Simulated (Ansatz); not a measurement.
# Tc of AlRu (Pm-3m) from its phonons, part 2 of 2

Wanted: λ, ω_log and Tc of AlRu (Pm-3m). The cell shown first is a relaxed one, from steps not shown here.

Ansatz 0.2.0; DFT PBE, scalar-relativistic, plane waves, PAW; PAW set soft_1.

So far, coupling constant λ: step 2 (electron–phonon run: q 3×3×3, k 9×9×9, scattering 16×16×16) 0.351. Also log mean phonon energy ħω_log (meV): step 2 18.6.

## (3) Coupling and resistivity: q 4×4×4, k 12×12×12, scattering 20×20×20

The next rung changes the q mesh, which sets the reach of the force constants and couplings; the k mesh of the density and its response; the scattering mesh, which samples the Fermi surface.

The input, input.yaml:

```yaml
crystal:
  lattice:
    - [3.0038346712, 0.0, 0.0]
    - [0.0, 3.0038346712, 0.0]
    - [0.0, 0.0, 3.0038346712]
  atoms:
    - { symbol: Al, position: [0.0, 0.0, 0.0] }
    - { symbol: Ru, position: [0.5, 0.5, 0.5] }
kpoints:
  mp_grid: { grid: [12, 12, 12] }
hamiltonian:
  xc: pbe
  pseudopotentials: { kind: paw, azcp: { folder: soft_1 } }
scf:
  occupations: { method: methfessel_paxton, width: 0.2 }
output:
  eigenvalues: true
phonons:
  method: dfpt
  qmesh: [4, 4, 4]
  temperatures: { t_max: 1000, t_step: 50 }
  qpath:
    path:
      - [[0.0, 0.0, 0.0], [0.0, 0.5, 0.0], [0.5, 0.5, 0.0], [0.0, 0.0, 0.0], [0.5, 0.5, 0.5], [0.0, 0.5, 0.0]]
      - [[0.5, 0.5, 0.5], [0.5, 0.5, 0.0]]
    npoints: 6
  electrical_resistivity:
    mesh: [20, 20, 20]
    temperatures: [20.0, 50.0, 80.0, 100.0, 150.0, 200.0, 273.0, 300.0, 400.0, 500.0, 600.0, 800.0]
  superconductivity: { mesh: [20, 20, 20] }
```

Launch:

```
$ ansatz run input.yaml --threads 16 --pin off --max-ram 92160MiB --backend cuda --events-out ev --progress --plain --runs-dir out --max-vram 78GiB
```

Numbers of over 12 decimals in the logs are rounded to 6 here.

Output:

```text
[...]
Crystal: 2 atoms, lattice volume = 27.104 Å³
Basis set: ecut = 420 eV, 515 PW (Γ), exchange–correlation on 48×48×48 points (8 copies of the dense FFT grid, shifted against one another)
Bands: 14, of which v1, the nominal top of the filled ones, is band 10 counted from 1 (9 counted from 0)
Symmetry: 48 space group operations
k-points: 84 of 1728
[...]
SCF iter   1: F=—  HF=-6418.407067 eV  |F-HF|=—  |Δ(HF+E_count)|=         —  Δρ=1.09e-1  dr2=3.90e0  ethr=3.10e-3  ⟨swp⟩=4.1  Hψ=5597  notcnv=0
[...]
SCF iter   2: F=—  HF=-6417.842750 eV  |F-HF|=—  |Δ(HF+E_count)|=   5.64e-1  S|Δr|=    0.00e0  Δρ=6.53e-2  dr2=1.45e0  ethr=3.10e-3  ⟨swp⟩=2.9  Hψ=2648  notcnv=0
[...]
SCF iter   8: F=-6417.519800 eV  HF=-6417.519800 eV  |F-HF|=9.09e-13  |Δ(HF+E_count)|=  5.46e-12  S|Δr|=    0.00e0  Δρ=8.73e-8  dr2=5.25e-13  ethr=1.00e-12  ⟨swp⟩=5.0  Hψ=4577  notcnv=0
SCF 1 converged in 8 iterations: F = -6417.519800 eV  dr2 = 5.25e-13
[...]
NSCF: frozen V_eff on 84 k-points, pencils in batches of 32, up to order 56
[...]
NSCF: frozen V_eff on 84 k-points
[...]
SCF 2 converged in 8 iterations: F = -6417.519800 eV  dr2 = 5.35e-13
[...]
SCF converged after 8 iterations
[...]
vibrations of 64 cells: unjudged by the run; compare a larger repeat
[...]
--- Superconductivity: potentials and phonons of a 4×4×4 supercell ---
           mesh         λ    ħω_log (meV)  μ* declared at (meV)
       20×20×20    0.3787          18.471               21.487
       10×10×10    0.3606          18.459               21.541
          5×5×5    0.3358          18.991               21.795
  λ by the species' shares of the modes' patterns: Al 0.0970, Ru 0.2817
[...]
0.08      1.065         1.082         0.999         0.999         1.183         1.183          1.183
      0.10      0.649         0.658         0.594         0.594         0.742         0.742          0.742
      0.12      0.356         0.360         0.320         0.320         0.431         0.431          0.431
      0.13      0.250         0.253         0.224         0.224         0.317         0.318          0.317
      0.14      0.169         0.171         0.151         0.151         0.227         0.228          0.227
      0.16      0.065         0.066    none_found    none_found         0.106         0.106          0.106
      0.20      0.003         0.003    none_found    none_found    none_found    none_found     none_found
  none_found: no transition down to 0.1 K
[...]
vibrations of 64 cells: unjudged by the run; compare a larger repeat
[...]
```

Run time: 35 s. Hardware: 1 × NVIDIA GB200 with 16 threads of Arm Neoverse V2, shared host; peak memory 3.1 GiB; 5.1 min of CPU time.

This step gave:

```
zero-point energy                                 : 0.08602 eV/cell
highest frequency, solved or plainly interpolated : 346.8 cm⁻¹
Debye temperature (second moment)                 : 459 K
resistivity at 300 K                              : 7.397 μΩ cm
coupling constant λ                               : 0.3787
density of states at the Fermi level              : 0.838 states/eV a spin and cell
log mean phonon energy ħω_log                     : 18.47 meV
transport coupling constant λ_tr                  : 0.4023, 0.4023, 0.4023 (xx, yy, zz)
Drude plasma energy                               : 7.648, 7.648, 7.648 eV (xx, yy, zz)
resistivity times mean free path                  : 5.637, 5.637, 5.637 × 10⁻¹⁶ Ω m² (xx, yy, zz)
second-moment phonon energy ħω₂                   : 21.49 meV
coupling λ by branch                              : 0.174, 0.0957, 0.0565, 0.0171, 0.0151, 0.0202 (branches by rank of frequency)
```

An empty cell: under 1 mK by a formula, or no transition down to the floor of the Eliashberg search. Transition temperatures:

```
  μ*  McMillan Tc (K)  Allen–Dynes Tc (K)  isotropic Fermi-surface Tc (K)  isotropic full bandwidth Tc (K)  anisotropic Fermi-surface Tc (K)  anisotropic full bandwidth Tc (K)  anisotropic narrow window Tc (K)
0.08             1.07                1.08                           0.999                            0.999                              1.18                               1.18                              1.18
 0.1            0.649               0.658                           0.594                            0.594                             0.742                              0.742                             0.742
0.12            0.356                0.36                            0.32                             0.32                             0.431                              0.431                             0.431
0.13             0.25               0.253                           0.224                            0.224                             0.317                              0.318                             0.317
0.14            0.169               0.171                           0.151                            0.151                             0.227                              0.228                             0.227
0.16           0.0653               0.066                               -                                -                             0.106                              0.106                             0.106
 0.2          0.00336             0.00339                               -                                -                                 -                                  -                                 -
```

## (4) Resistivity: q 4×4×4, k 16×16×16, scattering 24×24×24

The next rung changes the k mesh of the density and its response; the scattering mesh, which samples the Fermi surface.

input.yaml: that of step 3 with these lines changed.

```diff
@@ -9,3 +9,3 @@
 kpoints:
-  mp_grid: { grid: [12, 12, 12] }
+  mp_grid: { grid: [16, 16, 16] }
 hamiltonian:
@@ -27,4 +27,4 @@
   electrical_resistivity:
-    mesh: [20, 20, 20]
+    mesh: [24, 24, 24]
     temperatures: [20.0, 50.0, 80.0, 100.0, 150.0, 200.0, 273.0, 300.0, 400.0, 500.0, 600.0, 800.0]
-  superconductivity: { mesh: [20, 20, 20] }
+  superconductivity: { mesh: [24, 24, 24] }
```

Output:

```text
[...]
Crystal: 2 atoms, lattice volume = 27.104 Å³
Basis set: ecut = 420 eV, 515 PW (Γ), exchange–correlation on 48×48×48 points (8 copies of the dense FFT grid, shifted against one another)
Bands: 14, of which v1, the nominal top of the filled ones, is band 10 counted from 1 (9 counted from 0)
Symmetry: 48 space group operations
k-points: 165 of 4096
[...]
SCF iter   1: F=—  HF=-6418.398622 eV  |F-HF|=—  |Δ(HF+E_count)|=         —  Δρ=1.09e-1  dr2=3.89e0  ethr=3.10e-3  ⟨swp⟩=4.1  Hψ=10900  notcnv=0
[...]
SCF iter   2: F=—  HF=-6417.836212 eV  |F-HF|=—  |Δ(HF+E_count)|=   5.62e-1  S|Δr|=    0.00e0  Δρ=6.56e-2  dr2=1.46e0  ethr=3.10e-3  ⟨swp⟩=2.8  Hψ=5157  notcnv=0
[...]
SCF iter   8: F=-6417.512808 eV  HF=-6417.512808 eV  |F-HF|=2.73e-12  |Δ(HF+E_count)|=  6.37e-12  S|Δr|=    0.00e0  Δρ=5.78e-8  dr2=5.25e-13  ethr=1.00e-12  ⟨swp⟩=5.1  Hψ=9161  notcnv=0
SCF 1 converged in 8 iterations: F = -6417.512808 eV  dr2 = 5.25e-13
[...]
SCF 2 converged in 8 iterations: F = -6417.512808 eV  dr2 = 5.12e-13
[...]
SCF converged after 8 iterations
[...]
not converged in the mesh (λ_tr; the resistivity at 20 K by 6.43 %; the resistivity at 50 K by 5.77 %; the resistivity at 80 K by 6.36 %; the resistivity at 100 K by 6.60 %; the resistivity at 150 K by 6.87 %; the resistivity at 200 K by 6.94 %; the resistivity at 273 K by 6.97 %; the resistivity at 300 K by 6.97 %; the resistivity at 400 K by 6.95 %; the resistivity at 500 K by 6.91 %; the resistivity at 600 K by  [...]
  vibrations of 64 cells: unjudged by the run; compare a larger repeat
[...]
--- Superconductivity: potentials and phonons of a 4×4×4 supercell ---
           mesh         λ    ħω_log (meV)  μ* declared at (meV)
       24×24×24    0.3633          18.417               21.374
       12×12×12    0.3660          18.478               21.498
          6×6×6    0.3783          19.040               21.911
  λ by the species' shares of the modes' patterns: Al 0.0914, Ru 0.2718
[...]
0.08      0.850         0.863         0.797         0.797         0.962         0.962          0.962
      0.10      0.493         0.500         0.452         0.452         0.581         0.581          0.581
      0.12      0.253         0.256         0.228         0.229         0.321         0.321          0.321
      0.13      0.171         0.173         0.154         0.154         0.229         0.230          0.230
      0.14      0.110         0.111    none_found    none_found         0.159         0.159          0.159
      0.16      0.037         0.037    none_found    none_found    none_found    none_found     none_found
      0.20      0.001         0.001    none_found    none_found    none_found    none_found     none_found
  none_found: no transition down to 0.1 K
[...]
not converged in the mesh (the transition temperature): between neighbouring meshes, the two finest first, λ moves by 0.75 % and 3.34 % and the anisotropic transition temperature over the full bandwidth at μ* = 0.13 by 11.83 % and 44.72 %; converged means that the two finest part by at most 2.00 % and 5.00 %
  vibrations of 64 cells: unjudged by the run; compare a larger repeat
[...]
```

Run time: 50 s. Hardware: 1 × NVIDIA GB200 with 16 threads; peak memory 4.3 GiB; 8.1 min of CPU time.

This step gave:

| Item | Value |
| --- | --- |
| zero-point energy | 0.08476 eV/cell |
| highest frequency, solved or plainly interpolated | 345.5 cm⁻¹ |
| Debye temperature (second moment) | 454 K |
| resistivity at 300 K | 7.322 μΩ cm |
| coupling constant λ | 0.3633 |
| density of states at the Fermi level | 0.8263 states/eV a spin and cell |
| log mean phonon energy ħω_log | 18.42 meV |
| transport coupling constant λ_tr | 0.389, 0.389, 0.389 (xx, yy, zz) |
| Drude plasma energy | 7.569, 7.569, 7.569 eV (xx, yy, zz) |
| resistivity times mean free path | 5.743, 5.743, 5.743 × 10⁻¹⁶ Ω m² (xx, yy, zz) |
| second-moment phonon energy ħω₂ | 21.37 meV |
| coupling λ by branch | 0.167, 0.0919, 0.0558, 0.0162, 0.0146, 0.0176 (branches by rank of frequency) |

An empty cell: under 1 mK by a formula, or no transition down to the floor of the Eliashberg search. Transition temperatures:

```
  μ*  McMillan Tc (K)  Allen–Dynes Tc (K)  isotropic Fermi-surface Tc (K)  isotropic full bandwidth Tc (K)  anisotropic Fermi-surface Tc (K)  anisotropic full bandwidth Tc (K)  anisotropic narrow window Tc (K)
0.08             0.85               0.863                           0.797                            0.797                             0.962                              0.962                             0.962
 0.1            0.493                 0.5                           0.452                            0.452                             0.581                              0.581                             0.581
0.12            0.253               0.256                           0.228                            0.229                             0.321                              0.321                             0.321
0.13            0.171               0.173                           0.154                            0.154                             0.229                               0.23                              0.23
0.14             0.11               0.111                               -                                -                             0.159                              0.159                             0.159
0.16           0.0371              0.0375                               -                                -                                 -                                  -                                 -
 0.2           0.0011             0.00111                               -                                -                                 -                                  -                                 -
```

The Eliashberg function α²F has structure finer than the step of the table below, so its rows give means over 2 meV, whole bins alone (the curve runs from 0.168 to 42.7 meV). Peaks (meV: height): α²F 16.9: 0.305, 18.9: 0.302, 21.6: 0.283, 36.4: 0.172, 40.7: 0.196; α²F tr 18.9: 0.403, 20.9: 0.339, 41.4: 0.241.

The Eliashberg function α²F by phonon energy; means over each step:

```
phonon energy (meV)      α²F   α²F tr
                  2   1.4e-4   3.8e-6
                  4  0.00109   1.4e-4
                  6  0.00296   5.9e-4
                  8  0.00663  0.00194
                 10   0.0169  0.00776
                 12   0.0626   0.0656
                 14    0.212    0.222
                 16    0.275    0.277
                 18    0.273    0.326
                 20    0.235    0.306
                 22    0.224    0.256
                 24   0.0177   0.0197
                 26  0.00134  0.00112
                 28        0        0
                 30        0        0
                 32        0        0
                 34   0.0125   0.0141
                 36    0.110   0.0768
                 38    0.116   0.0886
                 40    0.146    0.156
```

The Eliashberg function α²F has structure finer than the step of the table below, so its rows give means over 2 meV, whole bins alone (the curve runs from 0.168 to 42.7 meV). Peaks (meV: height): α²F 16.9: 0.305, 18.9: 0.302, 21.6: 0.283, 36.4: 0.172, 40.7: 0.196; Al 16.3: 0.0493, 36.4: 0.163, 40.7: 0.178; Ru 16.9: 0.257, 18.9: 0.258, 21.6: 0.272.

Table of Eliashberg function α²F by phonon energy; means over each step:

```
phonon energy (meV)      α²F       Al       Ru
                  2   1.4e-4   3.3e-5   1.1e-4
                  4  0.00109   2.3e-4   8.5e-4
                  6  0.00296   5.8e-4  0.00233
                  8  0.00663  0.00133  0.00530
                 10   0.0169  0.00331   0.0136
                 12   0.0626   0.0127   0.0499
                 14    0.212   0.0449    0.167
                 16    0.275   0.0485    0.226
                 18    0.273   0.0425    0.230
                 20    0.235   0.0246    0.210
                 22    0.224  0.00763    0.217
                 24   0.0177   8.1e-4   0.0169
                 26  0.00134   3.9e-5  0.00130
                 28        0        0        0
                 30        0        0        0
                 32        0        0        0
                 34   0.0125   0.0124   1.3e-4
                 36    0.110    0.104  0.00598
                 38    0.116    0.104   0.0118
                 40    0.146    0.130   0.0161
```

Anisotropic full-bandwidth solution, weighted at the Fermi level. Gaps:

```
 mu*   T (K)  mean gap (meV)  5 % (meV)  95 % (meV)  mean Z
 0.1   0.145          0.0827     0.0618       0.113    1.36
 0.1    0.29          0.0784     0.0587       0.107    1.36
 0.1   0.436          0.0628     0.0471      0.0854    1.36
 0.1   0.523          0.0423     0.0318      0.0575    1.36
0.13  0.0574           0.032     0.0226      0.0457    1.36
0.13   0.115          0.0303     0.0214      0.0431    1.36
0.13   0.172          0.0242     0.0172      0.0344    1.36
0.13   0.207          0.0163     0.0116      0.0231    1.36
```

The dTc/da2F by phonon energy:

```
phonon energy (meV)  dTc/da2F (K/meV)
                  2                 -
                  4              1.54
                  6              1.14
                  8             0.915
                 10             0.762
                 12             0.650
                 14             0.567
                 16             0.501
                 18             0.448
                 20             0.405
                 22             0.368
                 24             0.337
                 26             0.310
                 28             0.287
                 30             0.267
                 32             0.249
                 34             0.233
                 36             0.218
                 38             0.205
                 40             0.194
                 42             0.183
```

Table of share of the Fermi-level states by lambda of a state:

```
lambda of a state  share of the Fermi-level states
            0.274                           0.0127
            0.288                            0.114
            0.303                           0.0744
            0.318                            0.283
            0.333                            0.108
            0.348                           0.0109
            0.362                           2.0e-4
            0.377                           0.0181
            0.392                           0.0387
            0.407                           0.0469
            0.422                            0.105
            0.437                           0.0562
            0.451                           0.0393
            0.466                           0.0126
            0.481                           0.0346
            0.496                           2.0e-4
            0.511                           0.0218
            0.525                           0.0067
            0.540                           0.0099
            0.555                                0
            0.570                           0.0061
            0.585                           1.0e-4
            0.600                           6.0e-4
            0.614                                0
```

## (5) Outcome

```json
{
 "meshes": "q 4×4×4, k 16×16×16, scattering 24×24×24",
 "coupling constant λ": "0.363",
 "log mean phonon energy ħω_log": "18.4 meV",
 "Allen–Dynes Tc at μ* = 0.1": "0.5 K",
 "Allen–Dynes Tc at μ* = 0.13": "0.173 K",
 "anisotropic Eliashberg Tc at μ* = 0.1": "0.581 K",
 "anisotropic Eliashberg Tc at μ* = 0.13": "0.23 K"
}
```

What this shows: In the last run (PBE, q 4×4×4, k 16×16×16, scattering 24×24×24), with λ = 0.36 and ħω_log = 18.4 meV, Tc at μ* = 0.13 is 0.17 K by McMillan's formula, 0.17 K by Allen and Dynes's and 0.23 K by the anisotropic Eliashberg equations. Raising μ* from 0.10 to 0.16 lowers the Allen–Dynes value from 0.5 to 0.037 K. The mean gap at a quarter of Tc gives 2Δ/k_B Tc = 3.23, against 3.53 in weak-coupling theory. The gap spreads from 0.023 to 0.046 meV over nine tenths of the Fermi surface. By the run's own test the transition temperature is not converged in the fine mesh. The run's transport test calls it not converged in the mesh; ρ(300 K) moves by 7 % in the component that moves most. Over the runs, λ takes the values 0.351, 0.379 and 0.363, in the order shown. μ* is a typed number, phonons are harmonic, and spin fluctuations are left out; at μ* = 0.13 McMillan's formula turns 1 % in λ into about 9.5 % in Tc.

[Logs are printed without paths, hosts, clocks, repeated set-up lines and the standing remarks that a program may print on its own settings, such as how far it seeks lower states.]

[Hosts, paths, dates, database ids (printed as entryN), source tags and the programs' standing remarks are cut or masked in the printed files.]
